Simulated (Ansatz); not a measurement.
# TlS4Br (built on the sites of a database entry of TlClO4): following an unstable mode, part 3 of 3

Wanted: the energy along a soft mode of TlS4Br (built on the sites of a database entry of TlClO4) and the structure at the end.

Ansatz 0.2.0; DFT PBEsol, scalar-relativistic, plane waves, PAW.

So far. Step 4 (The mode frozen in, largest atomic shift 0.45 Å): The run ends at a pressure of 2.67 GPa, with forces up to 2.7 eV/Å. Step 5 (Energy along the mode, all amplitudes (two of the runs …): The lowest of the steps tried is at 0.45 Å, 197 meV/atom below the parent; the bottom of the well need not coincide with a step.

The structure was built from a prototype and need not be the compound's stable phase.

### Step 6. Relaxation from the frozen mode (continued)

The steps of the relaxation (22 of 28):

| step | energy less that of the first step (eV) | largest force component (eV/Å) | pressure (GPa) | volume (Å³) |
| --- | --- | --- | --- | --- |
| 1 | 0.0000 | 1.5363 | 2.67 | 409.66 |
| 2 | -1.1271 | 0.8543 | 0.37 | 444.68 |
| 4 | -2.0630 | 0.4374 | -0.47 | 463.77 |
| 5 | -2.3962 | 0.4019 | -0.31 | 459.60 |
| 6 | -2.7342 | 0.4475 | -0.29 | 456.36 |
| 7 | -2.9881 | 0.4376 | -0.21 | 453.02 |
| 9 | -3.3328 | 0.3942 | 0.11 | 448.63 |
| 10 | -3.4793 | 0.2610 | 0.12 | 448.31 |
| 11 | -3.5797 | 0.1165 | 0.01 | 449.34 |
| 13 | -3.6334 | 0.1488 | 0.03 | 450.33 |
| 14 | -3.6446 | 0.0358 | 0.00 | 449.89 |
| 15 | -3.6458 | 0.0248 | -0.03 | 448.34 |
| 16 | -3.6464 | 0.0127 | 0.00 | 447.73 |
| 18 | -3.6476 | 0.0316 | 0.02 | 445.09 |
| 19 | -3.6494 | 0.0448 | 0.02 | 440.51 |
| 20 | -3.6523 | 0.0906 | 0.02 | 429.76 |
| 22 | -3.6556 | 0.0636 | -0.08 | 423.54 |
| 23 | -3.6560 | 0.0367 | -0.01 | 425.03 |
| 24 | -3.6568 | 0.0251 | -0.02 | 425.29 |
| 25 | -3.6571 | 0.0050 | -0.01 | 424.07 |
| 27 | -3.6572 | 0.0007 | 0.00 | 423.43 |
| 28* | -3.6582 | 0.0008 | 0.00 | 423.43 |

Relaxation steps marked * repeat the geometry before them on a plane-wave basis chosen anew for their cell, so energy and pressure can jump there. Other such steps can lie between the rows shown.

Forces are held to the 6 operations that the run works with; a distortion that breaks them can't arise in this run.

| conventional cell, symmetrised | before | after | change |
| --- | --- | --- | --- |
| a (Å) | 6.617 | 6.802 | +2.8 % |
| b (Å) | 6.617 | 6.802 | +2.8 % |
| c (Å) | 32.415 | 31.704 | -2.2 % |
| volume (Å³/atom) | 34.14 | 35.29 | +3.4 % |

The atoms that moved most (Å, as changes of fractional coordinates times the final cell):

| atom | dx | dy | dz | length |
| --- | --- | --- | --- | --- |
| Tl2 | 1.178 | 1.178 | -1.178 | 2.041 |
| S10 | -0.522 | -0.522 | 0.522 | 0.904 |
| S6 | -0.497 | -0.497 | 0.555 | 0.896 |
| S8 | -0.497 | -0.555 | 0.497 | 0.896 |
| S12 | -0.555 | -0.497 | 0.497 | 0.896 |
| S11 | 0.595 | 0.345 | -0.345 | 0.769 |
| S7 | 0.345 | 0.595 | -0.345 | 0.769 |
| S5 | 0.345 | 0.345 | -0.595 | 0.769 |

The relaxed structure:

```
Tl Br S
1.0
     0.00000    4.80967    4.80967
    -4.80967    4.80967    0.00000
    -4.49821   -4.49821    9.30787
Tl Br S
2 2 8
Direct
  0.45847 0.27076 0.81229
  0.62910 0.68545 0.05635
  0.95248 0.02376 0.07127
  0.03930 0.48035 0.44105
  0.45223 0.77389 0.83764
  0.44297 0.27851 0.52161
  0.93625 0.77389 0.83764
  0.75690 0.27851 0.52161
  0.82366 0.58817 0.76451
  0.81549 0.09226 0.27677
  0.93625 0.28987 0.83764
  0.75690 0.96458 0.52161
```

Numbers from this step:

```
pressure        : 4.41e-4 GPa
volume per atom : 35.29 Å³
```

The distorted start has space group R3m; the relaxation ends in R3m.

### Step 7. Outcome

- unstable mode of the parent: q = (0, 0, -0.5), 314i cm⁻¹
- depth at the lowest point sampled: 197 meV/atom
- largest atomic shift at that point: 0.45 Å
- space group reached (within 0.01 Å): R3m
- energy gained over the parent (first relaxation, on the mesh of the frozen mode): 501 meV/atom
- volume per atom, phase reached: 35.3 Å³

What this shows: From this start the structure relaxes into R3m, 501 meV/atom below the parent. At the parent's cell the well is 197.4 meV/atom deep on the steps tried, with its lowest point at a shift of 0.45 Å. Relaxing atoms and cell changes the gain by +303.16 meV/atom against the lowest step (energies at zero smearing). Most of the total comes from this relaxation. The frozen pattern makes up only 18 % of the final shifts of the atoms, so other modes or strain give most of the change. The modes of the phase reached were not computed on this path. Of the 3 patterns followed to their end from this parent, this one ends 294 meV/atom above the lowest, C222_1. Each path keeps the symmetry of its pattern, so a lower phase may lie along a pattern not tried. With no gap, or one that is small against the smearing, the frequencies hang on the k mesh and the smearing, most of all near Kohn anomalies. A semilocal functional can close a gap that the real compound would have, so the metallic treatment may be an artefact of the level. Spin-orbit coupling is left out, which can matter for the heavy elements here. A phonon run warned that its eigensolver left some bands unconverged in a pass. The starting cell was built on a prototype and not taken from a measurement, so the phase need not exist.

[Logs are printed without paths, hosts, clocks, repeated set-up lines and the standing remarks that a program may print on its own settings, such as how far it seeks lower states.]

[Hosts, paths, dates, database ids (printed as entryN), source tags and the programs' standing remarks are cut or masked in the printed files.]
